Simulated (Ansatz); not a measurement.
## CsZnH3 (model cell, started as cubic perovskite with Zn in the octahedra): from the cell to its phonons

Wanted: vibrations and spectra of CsZnH3 (model cell, started as cubic perovskite with Zn in the octahedra); the cell is already relaxed. After the zone centre comes a 2×2×2 q mesh on a 12×12×12 k mesh.

Main program and level: Ansatz 0.2.0; DFT r2SCAN, scalar-relativistic, plane waves, PAW; PAW set soft_1.

The structure was built from a prototype and need not be the compound's stable phase.

### Step 1. The starting structure

Symmetry: Pm-3m, No. 221, cubic system. The conventional cell has a = 4.091 Å, b = 4.091 Å, c = 4.091 Å, α = 90.00°, β = 90.00°, γ = 90.00°. Nearest to Cs lie 12 H at 2.89 Å. Nearest to Zn lie 6 H at 2.05 Å. Nearest to H lie 2 Zn at 2.05 Å and 4 Cs at 2.89 Å and 8 H at 2.89 Å. Farther neighbours are not listed.

### Step 2. Linear response at the zone centre

The cell comes from relaxations at this level that are not shown. The zone centre comes first: it holds the modes that light can see, as far as symmetry allows. No field response is asked, since the mesh shows no gap.

Contents of input.yaml:

```yaml
crystal:
  lattice:
    - [4.0907575584, 0.0, 0.0]
    - [0.0, 4.0907575584, 0.0]
    - [0.0, 0.0, 4.0907575584]
  atoms:
    - { symbol: Cs, position: [0.0, 0.0, 0.0] }
    - { symbol: Zn, position: [0.5, 0.5, 0.5] }
    - { symbol: H, position: [0.5, 0.5, 0.0] }
    - { symbol: H, position: [0.5, 0.0, 0.5] }
    - { symbol: H, position: [0.0, 0.5, 0.5] }
kpoints:
  mp_grid: { grid: [12, 12, 12] }
hamiltonian:
  xc: r2scan
  pseudopotentials: { kind: paw, azcp: { folder: soft_1 } }
scf:
  occupations: { method: methfessel_paxton, width: 0.2 }
output:
  eigenvalues: true
phonons:
  method: dfpt
```

Started as:

```sh
$ ansatz run input.yaml --threads 4 --pin off --max-ram 16384MiB --backend cpu --events-out ev --progress --plain --runs-dir out
```

Numbers of over 12 decimals in the logs are rounded to 6 here.

The log of the run:

```text
Engine: ansatz 0.2.0, aarch64-unknown-linux-gnu
Pseudopotentials: kind: paw
Pseudopotential: Cs, paw, valence charge 9, recommended cutoff 500 eV (meta_gga), soft_1/Cs.paw.azcp
Pseudopotential: Zn, paw, valence charge 12, recommended cutoff 500 eV (meta_gga), soft_1/Zn.paw.azcp
Pseudopotential: H, paw, valence charge 1, recommended cutoff 500 eV (meta_gga), soft_1/H.paw.azcp
Functional definition: r2SCAN
  parameter k0 = 0.174
  parameter k1 = 0.065
  parameter a1 = 4.9479
  exchange = r2scan_x(k0 = k0, k1 = k1, a1 = a1)
  correlation = r2scan_c
Crystal: 5 atoms, lattice volume = 68.456 Å³
Basis set: ecut = 500 eV, 1743 PW (Γ), exchange–correlation on 180×180×180 points (216 copies of the dense FFT grid, shifted against one another)
Bands: 17, of which v1, the nominal top of the filled ones, is band 12 counted from 1 (11 counted from 0)
Symmetry: 48 space group operations
k-points: 518 of 1728 (irreducible under 2 space group operations, time reversal used)
Non-local potential: Cs, projectors of the file, l = 0: 3, l = 1: 2, l = 2: 2, l = 3: 2
Non-local potential: Zn, projectors of the file, l = 0: 2, l = 1: 2, l = 2: 3, l = 3: 1
Non-local potential: H, projectors of the file, l = 0: 2, l = 1: 1
PAW form: soft (Blöchl's): semilocal exchange-correlation on the pseudo side does not see the compensation charge
PAW frozen core: Cs, regenerated for the run's functional (the file was generated under x = pbe(κ = 0.804, μ = 0.219515), c = pbe(β = 0.066725))
PAW frozen core: Zn, regenerated for the run's functional (the file was generated under x = pbe(κ = 0.804, μ = 0.219515), c = pbe(β = 0.066725))
PAW one-centre angular grid: Cs, 302 points (default); XC on 160 Gauss nodes
PAW one-centre angular grid: Zn, 590 points (default); XC on 160 Gauss nodes
PAW one-centre angular grid: H, 302 points (default); XC on 160 Gauss nodes
Initial density: superposition of atomic densities (chi_scale 0.1, normalization cell, long waves kept (reshape's long-wave potential 0.00 eV rms))
Initial wavefunctions: pseudopotential atomic-orbital guess
Functional: x = r2scan, c = r2scan; τ floored in thin density (d = 2e-4 eV/Å³)
SCF iter   1: F=—  HF=-9061.077616 eV  |F-HF|=—  |Δ(HF+E_count)|=         —  Δρ=9.85e-2  dr2=6.15e0  dr2_τ=1.70e-2  ethr=3.10e-3  ⟨swp⟩=5.1  Hψ=49818  notcnv=0
preconditioner: auto → Kerker (q_TF=auto, 2.291 Å⁻¹)  [metal: Δε(μ)=0.068 eV  Ē_g=11.451 eV  σ=0.200 eV  W_gap=0.28  n_scr=18 (ndim 8)  ℏωp=22.0 eV  f_vac=0.001  D(μ)=0.42/eV (n_scr^D=0)]
SCF iter   2: F=—  HF=-9059.848760 eV  |F-HF|=—  |Δ(HF+E_count)|=    1.23e0  S|Δr|=    0.00e0  Δρ=4.14e-2  dr2=9.12e-1  dr2_τ=1.07e-2  ethr=3.10e-3  ⟨swp⟩=4.2  Hψ=23702  notcnv=0  defer=478
SCF iter   3: F=—  HF=-9059.550942 eV  |F-HF|=—  |Δ(HF+E_count)|=   2.98e-1  S|Δr|=    0.00e0  Δρ=1.95e-2  dr2=4.09e-1  dr2_τ=2.28e-3  ethr=3.10e-3  ⟨swp⟩=2.0  Hψ=19179  notcnv=0  defer=491
SCF iter   4: F=—  HF=-9059.520907 eV  |F-HF|=—  |Δ(HF+E_count)|=   3.00e-2  S|Δr|=    0.00e0  Δρ=1.02e-2  dr2=3.54e-2  dr2_τ=3.80e-4  ethr=1.71e-3  ⟨swp⟩=2.0  Hψ=18655  notcnv=0  defer=487
SCF iter   5: F=—  HF=-9059.537878 eV  |F-HF|=—  |Δ(HF+E_count)|=   1.70e-2  S|Δr|=    0.00e0  Δρ=3.37e-3  dr2=4.53e-3  dr2_τ=2.98e-5  ethr=1.47e-4  ⟨swp⟩=2.0  Hψ=17551  notcnv=0  defer=481
SCF iter   6: F=—  HF=-9059.537331 eV  |F-HF|=—  |Δ(HF+E_count)|=   5.47e-4  S|Δr|=    0.00e0  Δρ=9.33e-4  dr2=4.82e-4  dr2_τ=4.04e-6  ethr=1.89e-5  ⟨swp⟩=2.2  Hψ=12970  notcnv=0  defer=481
SCF iter   7: F=—  HF=-9059.537356 eV  |F-HF|=—  |Δ(HF+E_count)|=   2.46e-5  S|Δr|=    0.00e0  Δρ=5.85e-4  dr2=1.57e-4  dr2_τ=2.38e-7  ethr=2.01e-6  ⟨swp⟩=2.0  Hψ=13324  notcnv=0  defer=481
SCF iter   8: F=—  HF=-9059.537304 eV  |F-HF|=—  |Δ(HF+E_count)|=   5.13e-5  S|Δr|=    0.00e0  Δρ=4.41e-5  dr2=1.70e-6  dr2_τ=2.76e-8  ethr=6.56e-7  ⟨swp⟩=2.0  Hψ=12136  notcnv=0  defer=481
SCF iter   9: F=—  HF=-9059.537305 eV  |F-HF|=—  |Δ(HF+E_count)|=   9.14e-7  S|Δr|=    0.00e0  Δρ=6.56e-6  dr2=2.23e-8  dr2_τ=1.61e-9  ethr=7.10e-9  ⟨swp⟩=2.1  Hψ=13903  notcnv=0  defer=481
SCF iter  10: F=—  HF=-9059.537305 eV  |F-HF|=—  |Δ(HF+E_count)|=   2.37e-8  S|Δr|=    0.00e0  Δρ=1.38e-6  dr2=6.99e-10  dr2_τ=1.99e-11  ethr=9.30e-11  ⟨swp⟩=2.0  Hψ=14030  notcnv=0  defer=481
SCF iter  11: F=—  HF=-9059.537305 eV  |F-HF|=—  |Δ(HF+E_count)|=  6.13e-10  S|Δr|=    0.00e0  Δρ=4.33e-7  dr2=7.19e-11  dr2_τ=9.84e-13  ethr=2.91e-12  ⟨swp⟩=2.0  Hψ=14026  notcnv=0  defer=481
SCF iter  12: F=-9059.537305 eV  HF=-9059.537305 eV  |F-HF|=5.46e-12  |Δ(HF+E_count)|=  7.28e-12  S|Δr|=    0.00e0  Δρ=6.40e-8  dr2=2.02e-12  dr2_τ=4.06e-14  ethr=1.00e-12  ⟨swp⟩=10.9  Hψ=50399  notcnv=0
the search or the solves at the SCF's close may have found levels that the self-consistency loop had missed (the run counts none). By its estimate they hold under 1e-12 electrons; where the run keeps them, the occupations were computed again with them
SCF 1 converged in 12 iterations: F = -9059.537305 eV  dr2 = 2.02e-12
  greatest PAW one-centre occupation: 0.983 electrons in one spin orbital (limit 2), on the Zn atom at site 1 (counted from 0), in its partial waves of l = 2
DFPT response loops at Γ: preconditioner auto → Kerker (q_TF=auto, 2.291 Å⁻¹) (partly filled bands, converged f_vac=0.001); β = 1.00, the filter's whole step (`scf.mixing.beta` (0.50) is not read by the response loops under this deck's `scf.mixing.preconditioner`; to damp them name `kerker` or `kerker_dos`, under which they read `scf.mixing.beta`, and type it under 1.00, their step now; both keys bind the ground state too); Broyden in place of MSR1
SCF converged after 12 iterations
Stability not checked: this state was not tested for a lower state beside it, because cold or Methfessel-Paxton smearing, or corrected tetrahedra, fill the levels in a way that the test cannot read (fill_not_monotonic; see scf.lower_state_search)
Free energy (F): -9059.537305 eV
Harris-Foulkes:  -9059.537305 eV  (|F-HF|=5.46e-12)
Internal energy: -9059.538318 eV  (E = F + TS)
E sigma→0 (E₀):  -9059.537559 eV
Entropy (-TS):   0.001013 eV (0.203 meV/atom)
Fermi energy:    5.635038 eV
Step filling:    the computed levels leave a gap of 0.0286 eV = 0.1 smearing widths at the electron count; against every level under it full and every level over it empty, smearing changes F+E_penalty+E_count by +0.046 meV and its σ→0 estimate by -0.208 meV
--- Per-component energies (eV) ---
  E_band       = -30.567923
  E_kinetic    = 329.347261
  E_local      = -2366.220116  (includes V_loc(G=0)·N_el)
  E_nonlocal   = 850.560250
  E_hartree    = 913.365496
  E_xc         = -265.239778
  E_vxc        = -238.526380  (∫ρ·V_xc dr)
  E_paw        = -7004.114201  (= ΣΔE_a)
  E_vpaw       = -443.017308  (= ΣTr[D̂ρ^β])
  E_aug_tail   = -0.000121  (compensation charges beyond the density's cutoff)
  E_vtau       = 10.557566  (kinetic-family band-sum trace: ∫τ·v_τ [+ j·A + Jᵃ·Aᵃ] dr)
  E_ewald      = -1517.104372
  E_core_change = -0.132737  (= ΣΔE_core)
  E_smearing   = 0.001013  (= −TS)
  E_closure    = 0.000000  (closes the sum)
  Σ components = -9059.537305   (vs F -9059.537305, Δ=0.00e0)
--- Band table (eV; the first three rows and the last of 518) ---
  k-point 0: bands = [... 8 lower, -0.5492, -0.5492, 5.3135, 5.3135, 11.1014, 11.1014, 11.1014, 13.2496, ... 1 higher]
  k-point 1: bands = [... 8 lower, -0.5426, -0.3837, 5.2256, 5.3430, 10.9950, 10.9950, 11.0002, 12.9608, ... 1 higher]
  k-point 2: bands = [... 8 lower, -0.5241, 0.1007, 4.9369, 5.4275, 10.7154, 10.7154, 10.9505, 12.3208, ... 1 higher]
  k-point 517: bands = [... 8 lower, -0.4297, 2.4311, 2.4311, 2.4311, 4.7651, 14.9545, 14.9545, 14.9545, ... 1 higher]
--- Phonons (Γ-DFPT): 4 representative perturbations + reference, on 518 of 1728 k-points (Σ response iterations 26) ---
  k mesh reduced under 2 symmetry operations, with k and −k counted as one. Each operation leaves every solved perturbation unchanged. A smaller set is not considered because the functional reads the kinetic-energy density
  ASR residual: 6.939e-5 → 0.000e0 eV/Å²; symmetrization residual: 8.035e-7 eV/Å²
  ASR residual per site (eV/Å²): 9.87e-6 6.94e-5 2.21e-5 2.21e-5 2.21e-5
  Γ frequencies (cm⁻¹): -374.49 -374.49 -374.49 0.00 0.00 0.00 224.26 224.26 224.26 836.28 836.28 836.28 912.00 912.00 912.00
  non-analytic LO–TO correction: not included (Born effective charges unavailable; polar crystals: no LO–TO splitting at Γ)
```

It took 4.1 min on 4 threads of Arm Neoverse V1, shared host; peak memory 4 GiB.

This step gave:

| Quantity | Value |
| --- | --- |
| volume per atom | 13.69 Å³ |
| gap on the k-mesh | 0 eV |
| sum-rule residual before enforcement | 6.94e-5 eV/Å² |
| point group | m-3m |
| highest optical mode at the zone centre (no LO-TO term) | 912 cm⁻¹ |
| lowest optical zone-centre mode | -374.5 cm⁻¹ |

Patterns of degenerate modes are one choice out of their space. Modes at Γ, with each element's share of the kinetic energy (negative means imaginary):

| mode | frequency (cm⁻¹) | symmetry | Cs % | Zn % | H % |
| --- | --- | --- | --- | --- | --- |
| 1 | -374.5 | T1u | 4 | 21 | 75 |
| 2 | -374.5 | T1u | 4 | 21 | 75 |
| 3 | -374.5 | T1u | 4 | 21 | 75 |
| 4 | 0.0 | acoustic | 66 | 32 | 2 |
| 5 | 0.0 | acoustic | 66 | 32 | 2 |
| 6 | 0.0 | acoustic | 66 | 32 | 2 |
| 7 | 224.3 | T1u | 30 | 47 | 24 |
| 8 | 224.3 | T1u | 30 | 47 | 24 |
| 9 | 224.3 | T1u | 30 | 47 | 24 |
| 10 | 836.3 | T2u | 0 | 0 | 100 |
| 11 | 836.3 | T2u | 0 | 0 | 100 |
| 12 | 836.3 | T2u | 0 | 0 | 100 |
| 13 | 912.0 | T1u | 0 | 0 | 99 |
| 14 | 912.0 | T1u | 0 | 0 | 99 |
| 15 | 912.0 | T1u | 0 | 0 | 99 |

Displacements in mode 1 (-374.5 cm⁻¹), the largest set to 1:
```
Cs1  0.00 -0.01  0.02
Zn2  0.00  0.03 -0.07
H3   0.00 -0.13  1.00
H4   0.00 -0.46  0.28
H5   0.00 -0.13  0.28
```

Displacements in mode 13 (912.0 cm⁻¹), the largest set to 1:
```
Cs1  0.00  0.00  0.00
Zn2  0.00 -0.01 -0.01
H3   0.00  0.59 -0.60
H4   0.00 -0.36  1.00
H5   0.00  0.59  1.00
```

Before it was imposed, the acoustic sum rule was missed by 6.9e-5 eV/Å². Small misses are needed for a sound result but don't prove that mesh and cutoff are converged. The lowest optical mode is imaginary, 374.5i cm⁻¹, so the energy falls along it.

[end of part 1 of 2]

[Logs are printed without paths, hosts, clocks, repeated set-up lines and the standing remarks that a program may print on its own settings, such as how far it seeks lower states.]

[Hosts, paths, dates, database ids (printed as entryN), source tags and the programs' standing remarks are cut or masked in the printed files.]
